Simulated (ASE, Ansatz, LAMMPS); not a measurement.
# Localised basis functions on twisted graphene double bilayer, 50.57° (296 atoms)

Wanted: errors and times of a linear-scaling basis for twisted graphene double bilayer, 50.57° (296 atoms).

Program: Ansatz 0.2.0. Level of theory: Kohn-Sham DFT, PBE+D3(BJ), PAW (set soft_2), plane waves. Values are calculated unless marked as measured.

## Step 1: Set-up

The cell holds 296 atoms: 296 C. Its edges and angles: a = 14.964 Å, b = 14.964 Å, c = 24.180 Å, α = 90.0°, β = 90.0°, γ = 120.0°. It derives from C (graphene). Graphene (a = 2.46 Å) under graphene (a = 2.46 Å), double bilayer, commensurate cell of 37 unit cells a layer, twist 50.57 deg; facing planes 3.33, 3.52, 3.33 Å apart as built; 14 Å of vacuum; minimised with a classical potential. Regions: layer 1, 74 atoms (74 C); layer 2, 74 atoms (74 C); layer 3, 74 atoms (74 C); layer 4, 74 atoms (74 C). Vacuum lies along c.

Limits known from the start: One k-point is far too coarse for the carbon or group-IV sheet, and it can put spurious forces of up to about 1 eV/Å on the sheet's atoms. Beside vacuum, support functions can miss their usual error bounds without a warning. Only the Γ point is sampled, in a cell whose shortest periodic width is 13 Å.

## Step 2: Making the structure

A minimisation with a classical potential prepares the built cell.

This step: classical potential: AIREBO (Stuart, Tutein and Harrison, J. Chem. Phys. 112, 6472 (2000)) (LAMMPS stable Jul 2025 - Update 4).

Input file in.lammps:

```
units metal
atom_style atomic
boundary p p p
atom_modify map array
read_data structure.data
pair_style airebo 3.0 1 1
pair_coeff * * CH.airebo C
thermo_style custom step temp pe press lx ly lz fmax
thermo 200
min_style cg
minimize 0 1e-4 3000 30000
write_data relaxed.data nocoeff
```

On the command line:

```bash
lmp -in in.lammps -log log.lammps -screen none -nocite
```

The program printed:

```text
LAMMPS (22 Jul 2025 - Update 4)
  296 atoms
   Step          Temp          PotEng         Press            Lx             Ly             Lz            Fmax     
         0   0             -2203.2305     -75327.884      14.9636        12.958858      24.18          0.038233349  
       118   0             -2203.3889     -75275.112      14.9636        12.958858      24.18          8.3496466e-06
Loop time of 1.64426 on 1 procs for 118 steps with 296 atoms
Minimization stats:
  Stopping criterion = force tolerance
  Energy initial, next-to-last, final = 
     -2203.23045333758  -2203.38885558339  -2203.38885558354
  Force two-norm initial, final = 0.38693219 6.3127563e-05
  Force max component initial, final = 0.038233349 8.3496466e-06
  Iterations, force evaluations = 118 236
```

Run time: 2.2 s. Hardware: 1 thread of Intel Xeon at 2.80GHz (Skylake/Cascade Lake), shared host.

## Step 3: Plane-wave single point

This run is the reference for what follows, at a cutoff of 420 eV.

Input file input.yaml:

```yaml
crystal:
  lattice:
    - [14.9636, 0.0, 0.0]
    - [-7.4818, 12.95886, 0.0]
    - [0.0, 0.0, 24.18]
  atoms:
    - { symbol: C, position: [0.11712, 0.82883, 0.29089] }
    - { symbol: C, position: [0.12613, 0.73874, 0.29085] }
    - { symbol: C, position: [0.1982, 0.01802, 0.29089] }
    - { symbol: C, position: [0.20721, 0.92793, 0.29085] }
    - { symbol: C, position: [0.14414, 0.55856, 0.29089] }
    - { symbol: C, position: [0.15315, 0.46847, 0.29086] }
    - { symbol: C, position: [0.22523, 0.74775, 0.2909] }
    - { symbol: C, position: [0.23423, 0.65766, 0.29086] }
    - { symbol: C, position: [0.30631, 0.93694, 0.29088] }
    - { symbol: C, position: [0.31532, 0.84685, 0.29086] }
    - { symbol: C, position: [0.09009, 0.0991, 0.2909] }
    - { symbol: C, position: [0.0991, 0.00901, 0.29086] }
    - { symbol: C, position: [0.17117, 0.28829, 0.29089] }
    - { symbol: C, position: [0.18018, 0.1982, 0.29086] }
    - { symbol: C, position: [0.25225, 0.47748, 0.2909] }
    - { symbol: C, position: [0.26126, 0.38739, 0.29085] }
    - { symbol: C, position: [0.33333, 0.66667, 0.2909] }
    - { symbol: C, position: [0.34234, 0.57658, 0.29086] }
    - { symbol: C, position: [0.41441, 0.85586, 0.29089] }
    - { symbol: C, position: [0.42342, 0.76577, 0.29086] }
    - { symbol: C, position: [0.4955, 0.04504, 0.29086] }
    - { symbol: C, position: [0.5045, 0.95495, 0.29084] }
    - { symbol: C, position: [0.27928, 0.20721, 0.29088] }
    - { symbol: C, position: [0.28829, 0.11712, 0.29084] }
    - { symbol: C, position: [0.36036, 0.3964, 0.29088] }
    - { symbol: C, position: [0.36937, 0.30631, 0.29083] }
    - { symbol: C, position: [0.44144, 0.58559, 0.29089] }
    - { symbol: C, position: [0.45045, 0.4955, 0.29084] }
    - { symbol: C, position: [0.52252, 0.77477, 0.2909] }
    - { symbol: C, position: [0.53153, 0.68468, 0.29086] }
    - { symbol: C, position: [0.6036, 0.96396, 0.29088] }
    - { symbol: C, position: [0.61261, 0.87387, 0.29085] }
    [... 258 atom lines left out ...]
    - { symbol: C, position: [0.96396, 0.6036, 0.70917] }
    - { symbol: C, position: [0.97297, 0.7027, 0.70912] }
    - { symbol: C, position: [0.85586, 0.41441, 0.7092] }
    - { symbol: C, position: [0.86486, 0.51351, 0.70916] }
    - { symbol: C, position: [0.88288, 0.71171, 0.70916] }
    - { symbol: C, position: [0.89189, 0.81081, 0.70911] }
kpoints:
  mp_grid: { grid: [1, 1, 1] }
hamiltonian:
  xc: pbe
  dispersion: d3bj
scf:
  occupations: { method: fermi_dirac, width: 0.05 }
output:
  forces: true
  populations: true
  dos:
    method: { smearing: { sigma: 0.1 } }
    de: 0.1
    projected:
      site_lists:
        C: [C]
        layer_1: [0, 1, 2, 3, 4, 5, 6, 7, 8, 9, 10, 11, 12, 13, 14, 15, 16, 17, 18, 19, 20, 21, 22, 23, 24, 25, 26, 27, 28, 29, 30, 31, 32, 33, 34, 35, 36, 37, 38, 39, 40, 41, 42, 43, 44, 45, 46, 47, 48, 49, 50, 51, 52, 53, 54, 55, 56, 57, 58, 59, 60, 61, 62, 63, 64, 65, 66, 67, 68, 69, 70, 71, 72, 73]
        layer_2: [74, 75, 76, 77, 78, 79, 80, 81, 82, 83, 84, 85, 86, 87, 88, 89, 90, 91, 92, 93, 94, 95, 96, 97, 98, 99, 100, 101, 102, 103, 104, 105, 106, 107, 108, 109, 110, 111, 112, 113, 114, 115, 116, 117, 118, 119, 120, 121, 122, 123, 124, 125, 126, 127, 128, 129, 130, 131, 132, 133, 134, 135, 136, 137, 138, 139, 140, 141, 142, 143, 144, 145, 146, 147]
        layer_3: [148, 149, 150, 151, 152, 153, 154, 155, 156, 157, 158, 159, 160, 161, 162, 163, 164, 165, 166, 167, 168, 169, 170, 171, 172, 173, 174, 175, 176, 177, 178, 179, 180, 181, 182, 183, 184, 185, 186, 187, 188, 189, 190, 191, 192, 193, 194, 195, 196, 197, 198, 199, 200, 201, 202, 203, 204, 205, 206, 207, 208, 209, 210, 211, 212, 213, 214, 215, 216, 217, 218, 219, 220, 221]
        layer_4: [222, 223, 224, 225, 226, 227, 228, 229, 230, 231, 232, 233, 234, 235, 236, 237, 238, 239, 240, 241, 242, 243, 244, 245, 246, 247, 248, 249, 250, 251, 252, 253, 254, 255, 256, 257, 258, 259, 260, 261, 262, 263, 264, 265, 266, 267, 268, 269, 270, 271, 272, 273, 274, 275, 276, 277, 278, 279, 280, 281, 282, 283, 284, 285, 286, 287, 288, 289, 290, 291, 292, 293, 294, 295]
  eigenvalues: true
  write_density: true
  write_potential: true
  volumetric_format: npy
```

On the command line:

```bash
ansatz run input.yaml --threads 8 --pin off --max-ram 15872MiB --backend cpu --events-out ev --progress --plain --runs-dir out
```

The program printed:

```text
Warning: the atoms were moved onto the symmetric positions of the space group found under crystal.symmetry.tolerance 1.0e-5 (fractional; no operation is sought that the atoms, as they stand in a round, miss by more than twice it, and no atom is moved by as much as it), and the run uses the moved positions. [...]
Engine: ansatz 0.2.0, x86_64-unknown-linux-gnu
Pseudopotentials: kind: paw
Pseudopotential: C, paw, valence charge 4, recommended cutoff 420 eV (normal), C.paw.azcp
[... 5 lines on functional and potentials left out ...]
Crystal: 296 atoms, lattice volume = 4688.773 Å³
Basis set: ecut = 420 eV, 91563 PW (Γ), exchange–correlation on 216×216×324 points (8 copies of the dense FFT grid, shifted against one another)
Bands: 888, of which v1, the nominal top of the filled ones, is band 592 counted from 1 (591 counted from 0)
Symmetry: 6 space group operations
Space group: P321 (ITA 150), of the structure as read, at distance tolerance 1.7e-4 Å
k-points: 1
[... 3 lines on functional and potentials left out ...]
Initial density: superposition of atomic densities (neutral atoms: chi_scale 0, normalization atom), corrected by the library's trained network
Initial wavefunctions: pseudopotential atomic-orbital guess
Functional: x = pbe(κ = 0.804, μ = 0.219515), c = pbe(β = 0.066725)
SCF iter   1: F=—  HF=-74320.390917 eV  |F-HF|=—  |Δ(HF+E_count)|=         —  Δρ=2.30e-3  dr2=2.60e-1  ethr=1.77e-3  ⟨swp⟩=12.0  Hψ=6140  notcnv=0  defer=155
preconditioner: auto → Resta (q_TF=auto, 2.169 Å⁻¹)  ε∞=2.5  [insulator: Δε(μ)=2.440 eV  Ē_g=15.122 eV  σ=0.050 eV  W_gap=1.00  n_scr=784 (ndim 8)  ℏωp=18.7 eV  f_vac=0.442  D(μ)=0.00/eV (n_scr^D=0)  ε∞_Penn≈2.5  vacuum switching on, ρ_ref=1.7e-2 e/Å³]
SCF iter   2: F=—  HF=-74320.411725 eV  |F-HF|=—  |Δ(HF+E_count)|=   2.08e-2  Δρ=1.22e-3  dr2=6.78e-2  ethr=2.20e-5  ⟨swp⟩=2.0  Hψ=1346  notcnv=0  defer=197
SCF iter   3: F=—  HF=-74320.418437 eV  |F-HF|=—  |Δ(HF+E_count)|=   6.71e-3  Δρ=2.63e-4  dr2=3.41e-3  ethr=5.73e-6  ⟨swp⟩=2.0  Hψ=1208  notcnv=0  defer=197
SCF iter   4: F=—  HF=-74320.418228 eV  |F-HF|=—  |Δ(HF+E_count)|=   2.08e-4  Δρ=1.05e-4  dr2=9.77e-4  ethr=2.88e-7  ⟨swp⟩=2.0  Hψ=1168  notcnv=0  defer=197
SCF iter   5: F=—  HF=-74320.418228 eV  |F-HF|=—  |Δ(HF+E_count)|=   3.92e-7  Δρ=4.43e-5  dr2=4.64e-4  ethr=8.25e-8  ⟨swp⟩=2.0  Hψ=988  notcnv=0  defer=197
SCF iter   6: F=—  HF=-74320.418334 eV  |F-HF|=—  |Δ(HF+E_count)|=   1.06e-4  Δρ=3.07e-5  dr2=7.55e-5  ethr=3.92e-8  ⟨swp⟩=2.0  Hψ=763  notcnv=0  defer=197
SCF iter   7: F=—  HF=-74320.422467 eV  |F-HF|=—  |Δ(HF+E_count)|=   4.13e-3  Δρ=8.44e-6  dr2=8.21e-6  ethr=6.38e-9  ⟨swp⟩=2.0  Hψ=1051  notcnv=0  defer=197
SCF iter   8: F=—  HF=-74320.422467 eV  |F-HF|=—  |Δ(HF+E_count)|=   7.29e-7  Δρ=2.34e-6  dr2=3.17e-7  ethr=6.93e-10  ⟨swp⟩=2.0  Hψ=1060  notcnv=0  defer=197
SCF iter   9: F=-74320.422467 eV  HF=-74320.422467 eV  |F-HF|=2.40e-8  |Δ(HF+E_count)|=   3.50e-7  Δρ=6.53e-7  dr2=4.07e-8  ethr=8.45e-12  ⟨swp⟩=33.0  Hψ=10270  notcnv=0
SCF 1 converged in 9 iterations: F = -74320.422467 eV  dr2 = 4.07e-8
  greatest PAW one-centre occupation: 0.674 electrons in one spin orbital (limit 2), on the C atom at site 199 (counted from 0), in its partial waves of l = 0
WARN: The output density's exchange-correlation potential varies sharply where the density is thin. Do not read a vacuum level from v_tot or v_xc, or from such a field of the output density. On a cell that repeats whose density bears no net charge and no dipole along the vacuum's axis use v_es (v_loc + v_h of the components); [...]
SCF converged after 9 iterations
Free energy (F): -74320.422467 eV
Harris-Foulkes:  -74320.422467 eV  (|F-HF|=2.40e-8)
Internal energy: -74320.422467 eV  (E = F + TS)
E sigma→0 (E₀):  -74320.422467 eV
Fermi energy:    2.080873 eV
--- Per-component energies (eV) ---
  E_band       = -8479.850070
  E_kinetic    = 26960.464346
  E_local      = -596270.239665  (includes V_loc(G=0)·N_el)
  E_nonlocal   = 8094.160004
  E_hartree    = 286184.188495
  E_xc         = -14224.344136
  E_vxc        = -17612.565910  (∫ρ·V_xc dr)
  E_paw        = -29410.889248  (= ΣΔE_a)
  E_vpaw       = -2020.038857  (= ΣTr[D̂ρ^β])
  E_aug_tail   = 0.002241  (compensation charges beyond the density's cutoff)
  E_ewald      = 244386.851294
  E_disp       = -40.615798  (pairwise vdW)
  E_smearing   = -0.000000  (= −TS)
  E_closure    = -0.000000  (closes the sum)
  Σ components = -74320.422467   (vs F -74320.422467, Δ=0.00e0)
--- Forces (eV/Å), atoms counted from 1 ---
  atom   1  C      0.00035696     0.00004014    -0.03025265
  atom   2  C     -0.00017257     0.00015122     0.00589232
  atom   3  C      0.00085839    -0.00078639    -0.03144199
  atom   4  C      0.00016687     0.00066656     0.00446938
  atom   5  C      0.00017882     0.00119553    -0.03009871
  atom   6  C      0.00072609    -0.00105004     0.00217998
  atom   7  C     -0.00065656    -0.00041370    -0.03234992
  atom   8  C      0.00045594     0.00038321     0.00495006
  atom   9  C     -0.00004804    -0.00018593    -0.02928581
  atom  10  C     -0.00127241    -0.00010379     0.00217998
  atom  11  C      0.00018274    -0.00044872    -0.03112406
  atom  12  C     -0.00069809     0.00000200     0.00542846
  atom  13  C     -0.00021324     0.00028907    -0.03025265
  atom  14  C      0.00026088     0.00038239     0.00276828
[...]
atom 295  C      0.00081110    -0.00175991    -0.00385235
  atom 296  C      0.00094595     0.00075263     0.03009871
  max |Σ_I F_I| component: 2.98e-16 eV/Å
--- Band table (eV) ---
  k-point 0: bands = ["-17.6856", "-17.6038", "-17.5144", "-17.4499", [... 872 levels ...], "10.8128", "10.8609", "10.8673", "10.8673", "10.8791", "10.8791", "10.8857", "10.8998", "10.9043", "10.9043", "10.9104", "10.9104"]
--- Löwdin populations: 296 sites ---
  site symbol       q [e]
     0      C      3.9624
     1      C      3.9597
     2      C      3.9624
[...]
295      C      3.9624
  spilling = 0.009215 (of n_electrons = 1184.000000)
```

Elapsed: 1.7 min, on 8 threads of Intel Xeon Platinum 8259CL at 2.50GHz (Skylake/Cascade Lake), shared host; peak memory 8.8 GiB.

The program notes that positions were snapped to a detected symmetry and the exchange-correlation potential is rough where the density is thin.

Numbers from this run:

* free energy: -74320.4225 eV
* free energy per atom: -251.0825 eV/atom
* SCF cycles: 9
* r.m.s. force component: 0.01397 eV/Å
* longest force: 0.04502 eV/Å
* Fermi energy: 2.081 eV
* potential in mid-vacuum, over the Fermi level: 4.205 eV
* potential 4.5 Å over the upper face: 4.206 eV
* potential 4.5 Å under the lower face: 4.205 eV
* spilling of the projection: 0.009215

The mean of these charges, 0.037 e, is only the charge that the projection spills.

Löwdin charges by element and coordination (they lack the spilled electrons, 0.037 e an atom on average):

```
element  coordination  atoms  mean charge (e)  spread  least    most
      C           all    296           0.0369  0.0025  0.032  0.0404
```

By region:

```
 region  atoms  mean length of the force (eV/Å)
layer 1     74                            0.018
layer 2     74                            0.024
layer 3     74                            0.024
layer 4     74                            0.018
```

States in the cell by windows of 1 eV, zero at the Fermi level; the larger projections on atomic orbitals stand beside the total:

```
from (eV)  to (eV)  total    C p  layer 1  layer 4  layer 2  layer 3   C s
      -10       -9   48.0   43.5     11.9     11.9     11.9     11.9   4.0
       -9       -8   99.1   76.2     24.5     24.5     24.7     24.7  22.1
       -8       -7  119.0  111.6     29.2     29.2     29.5     29.5   5.9
       -7       -6   89.7   87.8     21.0     21.0     23.4     23.4   1.0
       -6       -5  139.3  133.7     36.6     36.6     32.7     32.7   4.9
       -5       -4   86.9   85.7     21.3     21.3     22.0     22.0   0.8
       -4       -3   62.8   62.6     14.7     14.7     16.6     16.6   0.0
       -3       -2   62.9   62.7     14.9     14.9     16.4     16.4   0.0
       -2       -1   36.3   36.1     10.5     10.5      7.5      7.5   0.0
       -1        1    0.0    0.0      0.0      0.0      0.0      0.0   0.0
        1        2   55.1   53.8     12.5     12.5     14.4     14.4   0.0
        2        3   88.8   84.9     22.2     22.2     20.2     20.2   0.0
        3        4    4.1    0.1      0.0      0.0      0.0      0.0   0.0
        4        5   26.6    1.5      0.5      0.5      0.2      0.2   0.0
```

Between -20 and -10 eV lie 440 more states.

The levels nearest the highest filled one (over half full), pooled over k-points and spins:

```
level less the highest filled one (eV)  occupation
                               -0.0082           2
                                -0.008           2
                               -0.0071           2
                               -0.0071           2
                                     0           2
                                     0           2
                                  2.44           0
                                  2.44           0
                                  2.46           0
                                  2.46           0
                                  2.46           0
                                  2.46           0
```

Planar average of the electrostatic potential energy along the normal, with the Fermi level as zero, after a running mean with a triangular window 4 Å wide at its base:

```
height (Å)  potential energy (eV)
       0.0                   4.21
       0.7                   4.21
       1.3                   4.21
       2.1                   4.21
       2.7                   4.20
       3.4                   4.20
       4.2                   4.11
       4.8                   3.41
       5.5                  -0.39
       6.1                  -4.68
       6.9                  -8.89
       7.6                  -7.08
       8.2                  -3.76
       9.0                  -2.90
       9.6                  -5.44
      10.3                  -9.06
      11.0                  -6.76
      11.6                  -3.56
      12.4                  -3.10
      13.0                  -5.86
      13.7                  -9.14
      14.5                  -6.34
      15.1                  -3.29
      15.8                  -3.21
      16.4                  -6.19
      17.2                  -9.11
      17.9                  -5.72
      18.5                  -1.44
      19.3                   2.95
      19.9                   4.04
      20.6                   4.19
      21.3                   4.20
      21.9                   4.21
      22.7                   4.21
      23.3                   4.21
      24.0                   4.21
```

Electrostatic potential energy in the ca plane at fractional y = 0.009, with atoms of C within 0.2 Å of it. With pseudopotentials it is smooth inside the atoms' cores, unlike the true potential.

Values in eV, 13 rows by 16 columns, each cell a mean:
```
  0 -15   4   4 -10   1   5 -11  -8   5  -5 -26   4   6   6   6
 -3 -23   4   4  -6   2   5 -19 -15   5  -3 -19   4   6   6   6
 -3 -24   4   4 -23  -2   5 -18 -15   5   3  -1   5   6   6   6
  3  -3   5   4 -21  -1   5   2   2   6  -6 -29   4   6   6   6
  0 -14   4   4  -7   2   5 -15 -12   5  -4 -23   4   6   6   6
  2  -6   5   4 -14   1   5 -10  -8   5   1  -6   5   6   6   6
 -1 -21   4   5  -3   3   5  -7  -5   5   0  -9   5   6   6   6
 -2 -20   4   4 -21  -1   5  -5  -3   5   0  -9   5   6   6   6
  1  -9   5   4 -22  -1   5  -6  -4   5   0 -11   5   6   6   6
  2  -5   5   4 -20  -1   5  -2  -1   5  -2 -16   5   6   6   6
 -6 -30   3   5   0   4   5 -17 -13   5  -4 -24   4   6   6   6
 -6 -31   3   3 -33  -4   5 -19 -16   5   3   1   5   6   6   6
  3  -3   5   3 -30  -4   5   0   1   5  -5 -24   4   6   6   6
```
Columns run along c (16.0 Å, from fractional 0.25 to 0.92 of the cell; values clipped at the 3rd and 97th percentile), rows up along a (15.0 Å). Atoms in or near the plane, at fractional coordinates: C at (0.29, 0.20), C at (0.29, 0.10), C at (0.43, 0.00), C at (0.43, 0.10), C at (0.57, 0.82), C at (0.57, 0.91), C at (0.71, 0.00), C at (0.71, 0.91).

Valence density in the ca plane at fractional y = 0.009, with atoms of C within 0.2 Å of it. It is the smooth field of the valence electrons, not physical close to the nuclei.

Ten even steps from '0' (0.0 e/Å³) to '9' (1.9 e/Å³), each cell a mean:
```
00233100000146520000012321000014895100000000000
01588410000011100000137962000014895200000000000
01487310000012210000137962000013774100000000000
01477310000258620000137962000001221000000000000
02598410000258630000137962000000110000000000000
01344200000146520000013321000013563100000000000
00122100000268731000001110000014895200000000000
01355210000257620000013431000013774100000000000
01487310000123310000137962000013784100000000000
01243200000135420000025741000013784100000000000
01244200000258620000025641000001232000000000000
01588310000134310000136852000001332000000000000
01476310000122210000024531000013784100000000000
01365210000147520000013321000013664100000000000
01588410000269731000026852000001332000000000000
01365210000257620000025752000012563100000000000
00111100000268731000012221000013784100000000000
00122100000257620000013421000013563100000000000
01587410000012100000137852000013674100000000000
02598410000011100000036852000014895100000000000
01598410000247520000026852000001332000000000000
02598410000269731000137962000000111000000000000
01244200000269731000014431000002453100000000000
00011000000279831000001100000014895200000000000
```
Columns run along c (16.0 Å, from fractional 0.25 to 0.92 of the cell), rows up along a (15.0 Å). Atoms in or near the plane, at fractional coordinates: C at (0.29, 0.20), C at (0.29, 0.10), C at (0.43, 0.00), C at (0.43, 0.10), C at (0.57, 0.82), C at (0.57, 0.91), C at (0.71, 0.00), C at (0.71, 0.91).

Löwdin charges run from +0.03 to +0.04 e, about a mean that is the spilled charge alone. The potential stands 4.21 eV above the Fermi level over the upper face and 4.21 eV under the lower one, a reading of the work function, with no dipole correction. The Fermi level falls in a spacing of 2.4 eV between levels, so it is uncertain by that much.

(Part 1 of 2 ends here.)

[Long decimals in the printed logs are rounded to 6 places.]

[Logs are printed without paths, hosts, clocks, repeated set-up lines and the standing remarks that a program may print on its own settings, such as how far it seeks lower states.]

[Hosts, paths, dates, database ids (printed as entryN), source tags and the programs' standing remarks are cut or masked in the printed files.]
